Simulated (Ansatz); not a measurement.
# Phonons of BPtW in the AlB2 type, part 3 of 3

Question: is the lattice of BPtW in the AlB2 type stable, and if so, what are its coupling constant and resistivity?

Ansatz 0.2.0; DFT PBE, scalar-relativistic, plane waves, PAW; PAW set soft_1.

So far, highest frequency, solved or plainly interpolated (cm⁻¹): step 5 (phonons: q 2×2×2, k 6×6×6) 511; step 6 (k-mesh 6×6×8, q mesh 3×3×2) 522. Also lowest on path (cm⁻¹): step 5 -113. The relaxed cell has a = 3.813, c = 3.105 Å (conventional setting).

The structure was built from a prototype and need not be the compound's stable phase.

## Step 7: Resistivity: q 3×3×2, k 6×6×8, scattering 12×12×12

Phonons, couplings and the Boltzmann equation in one run.

File input.yaml:

```yaml
crystal:
  lattice:
    - [3.8133916802, 3.1768e-06, 0.0]
    - [-1.9066985912, 3.3024924812, 0.0]
    - [0.0, 0.0, 3.1051995277]
  atoms:
    - { symbol: W, position: [0.0, 0.0, 0.0] }
    - { symbol: B, position: [0.3333333333, 0.6666666667, 0.5] }
    - { symbol: Pt, position: [0.6666666667, 0.3333333333, 0.5] }
kpoints:
  mp_grid: { grid: [6, 6, 8] }
hamiltonian:
  xc: pbe
  pseudopotentials: { kind: paw, azcp: { folder: soft_1 } }
scf:
  occupations: { method: methfessel_paxton, width: 0.2 }
output:
  eigenvalues: true
phonons:
  method: dfpt
  qmesh: [3, 3, 2]
  temperatures: { t_max: 1000, t_step: 50 }
  qpath:
    path:
      - [[0.0, 0.0, 0.0], [0.5, 0.0, 0.0], [0.33333333, 0.33333333, 0.0], [0.0, 0.0, 0.0], [0.0, 0.0, 0.5], [0.5, 0.0, 0.5], [0.33333333, 0.33333333, 0.5], [0.0, 0.0, 0.5]]
      - [[0.5, 0.0, 0.5], [0.5, 0.0, 0.0]]
      - [[0.33333333, 0.33333333, 0.5], [0.33333333, 0.33333333, 0.0]]
    npoints: 10
  electrical_resistivity:
    mesh: [12, 12, 12]
    temperatures: [20.0, 50.0, 77.0, 100.0, 150.0, 200.0, 300.0, 400.0, 600.0, 800.0]
```

Command:

```sh
$ ansatz run input.yaml --threads 4 --pin off --max-ram 12288MiB --backend cpu --events-out ev --progress --plain --runs-dir out
```

Output:

```text
[the first part of the log is left out]
  E_xc         = -531.969127
  E_vxc        = -540.418248  (∫ρ·V_xc dr)
  E_paw        = -18139.456834  (= ΣΔE_a)
  E_vpaw       = -482.458090  (= ΣTr[D̂ρ^β])
  E_aug_tail   = 0.001216  (compensation charges beyond the density's cutoff)
  E_ewald      = -4167.898972
  E_smearing   = -0.003000  (= −TS)
  E_closure    = 0.000000  (closes the sum)
  Σ components = -23065.845594   (vs F -23065.845594, Δ=0.00e0)
--- Band table (eV; the first three rows and the last of 35) ---
  k-point 0: bands = ["-79.2495", "-54.2397", "-33.5197", "-33.5197", "-33.1629", "-18.4699", "-18.4699", "-18.1881", "8.4322", "13.7164", "13.8261", "13.8261", "16.3195", "16.3195", "18.3521", "18.3521", "18.5655", "21.8054", "21.8054", "22.0298", "24.8082", "26.6940"]
  k-point 1: bands = ["-79.2492", "-54.2381", "-33.5186", "-33.5186", "-33.1725", "-18.4668", "-18.4668", "-18.2306", "8.7089", "13.6862", "13.6862", "13.9363", "16.0741", "16.0741", "18.5620", "18.5620", "18.9144", "21.2792", "21.9874", "21.9874", "24.8013", "26.5283"]
  k-point 2: bands = ["-79.2485", "-54.2343", "-33.5158", "-33.5158", "-33.1956", "-18.4593", "-18.4593", "-18.3317", "9.4722", "13.4244", "13.4244", "14.3532", "15.4250", "15.4250", "19.2791", "19.2791", "19.3062", "20.7387", "22.2672", "22.2672", "24.6713", "25.8326"]
  k-point 34: bands = ["-79.2474", "-54.2276", "-33.5213", "-33.5185", "-33.2326", "-18.4797", "-18.4608", "-18.4506", "12.4263", "13.3385", "14.2587", "14.4479", "15.7382", "16.3741", "17.8453", "18.0651", "18.4911", "18.7308", "22.6413", "23.7540", "24.4437", "24.6673"]
--- Phonons (Γ-DFPT): 6 representative perturbations + reference (Σ response iterations 24) ---
  ASR residual: 2.701e-5 → 0.000e0 eV/Å²; symmetrization residual: 2.763e-7 eV/Å²
  ASR residual per site (eV/Å²): 1.20e-5 1.72e-5 2.70e-5
  Γ frequencies (cm⁻¹): -80.23 0.00 0.00 0.00 149.63 177.89 177.89 477.29 477.29
--- Phonons (arbitrary-q DFPT): 6 irreducible q on the 3×3×2 mesh ---
  q = [0.0000, 0.0000, 0.0000] (star 1, of the zone-centre solve; hermiticity 2.60e-8, symmetrization 5.32e-9): -80.23 -0.00 -0.00 0.00 149.63 177.89 177.89 477.29 477.29
  q = [0.0000, 0.0000, -0.5000] (star 1, 6 solved perturbations in 405 linear systems a pass and spin channel, the states on 100 of 288 k-point pairs; hermiticity 2.12e-8, symmetrization 2.44e-9): -81.09 128.87 128.87 133.65 133.65 159.65 200.26 468.91 468.91
  q = [0.0000, 0.3333, 0.0000] (star 6, 9 solved perturbations in 1395 linear systems a pass and spin channel, the states on 180 of 288 k-point pairs; hermiticity 2.75e-8, symmetrization 5.52e-9): -98.50 -20.98 75.84 105.79 140.51 187.83 192.06 478.75 501.57
  q = [0.0000, 0.3333, -0.5000] (star 6, 9 solved perturbations in 1395 linear systems a pass and spin channel, the states on 180 of 288 k-point pairs; hermiticity 2.60e-8, symmetrization 4.34e-9): -137.44 81.42 124.25 125.19 145.18 191.66 193.34 468.85 493.92
  q = [0.3333, 0.3333, 0.0000] (star 2, 6 solved perturbations in 690 linear systems a pass and spin channel, the states on 180 of 288 k-point pairs; hermiticity 1.02e-8, symmetrization 2.46e-9): -87.45 58.25 64.93 122.47 128.04 137.15 217.27 484.75 521.93
  q = [0.3333, 0.3333, -0.5000] (star 2, 6 solved perturbations in 690 linear systems a pass and spin channel, the states on 180 of 288 k-point pairs; hermiticity 2.12e-8, symmetrization 2.93e-9): -137.61 39.29 85.12 172.83 179.45 181.82 205.16 488.69 504.53
  sum rule: each row above includes the acoustic sum rule's correction from the zone centre's row sums; it moved no ω² by more than (0.66 cm⁻¹)²
  mesh force constants: q→R imaginary residual 1.81e-16; ASR residual 2.701e-5 → 0.000e0 eV/Å²; symmetrization residual 1.776e-14 eV/Å²
  interpolated dispersion: 93 rows × 9 modes
  density of states and harmonic sums: on the 21×21×20 q-mesh, interpolated from the force constants of a 3×3×2 supercell (no non-analytic term)
  largest difference from the sums on the solved wave vectors: F 1.15e-1 eV, S 1.48e-4 and C_V 3.67e-5 eV/K
  zero-point energy: 0.108484 eV/cell   skipped modes (ω ≤ 0): 603, of them read as no rigid motion or as one in doubt: 600 (1.117e0 modes/cell left out, lowest -139.02 cm⁻¹)   left out of the sums: 1.24e-1 of the cell's modes: C_V's classical limit lies that fraction below 3 k_B per atom; for a crystal, a wire or a layer, F and S can be off by more, and a phonons.interpolated_qmesh denser along its periods is the remedy for the sampling
Error: electrical resistivity: the mode of lowest frequency at the wavevector [0.2500, 0.2500, -0.5000] is imaginary, -138.84 cm⁻¹ (written negative): the force constants describe an unstable lattice; relax the structure, enlarge phonons.supercell (under dfpt, kpoints.mp_grid), or, with a block electrical_resistivity or superconductivity, name a file of force constants under which the crystal is stable (phonons.electron_phonon_force_constants)
The harmonic force constants that this run solved are whole in <dir>
```

It took 1.8 min on 4 threads of AMD EPYC 7B13 (Zen 3), shared host; peak memory 0.78 GiB.

The run ended with an error.

The program's message: “electrical resistivity: the mode of lowest frequency at the wavevector [0.2500, 0.2500, -0.5000] is imaginary, -138.84 cm⁻¹ (written negative): the force constants describe an unstable lattice; relax …”

The run stops because a mode is imaginary on the scattering mesh, where no scattering rate is defined; denser k meshes, other smearings and, between solved wavevectors, finer q meshes show whether the instability is real.

## Step 8: Results

```yaml
phonon_run_of_the_rows_without_a_label_of_their_own: PBE, q 3×3×2, k 6×6×8
softest_mode_on_the_q_mesh: -138 cm⁻¹ at q = (-0.333, -0.333, 0.5)
highest_frequency_solved_or_plainly_interpolated: 522 cm⁻¹
```

In words: The lattice is dynamically unstable at this level: a mode at q = (-0.333, -0.333, 0.5) is imaginary, 138i cm⁻¹, so no harmonic coupling constant or resistivity is defined for this structure. These meshes are coarse, and single modes of a metal can move by tens of cm⁻¹ with the k mesh. The coarser mesh found an imaginary mode at another wavevector, which this mesh lacks. Spin–orbit coupling, left out here, matters for Pt and W. The phonon runs are not spin-polarised. The structure was built by hand as an ordered model, and its stability against other phases was not tested.

[Logs are printed without paths, hosts, clocks, repeated set-up lines and the standing remarks that a program may print on its own settings, such as how far it seeks lower states.]

[Hosts, paths, dates, database ids (printed as entryN), source tags and the programs' standing remarks are cut or masked in the printed files.]
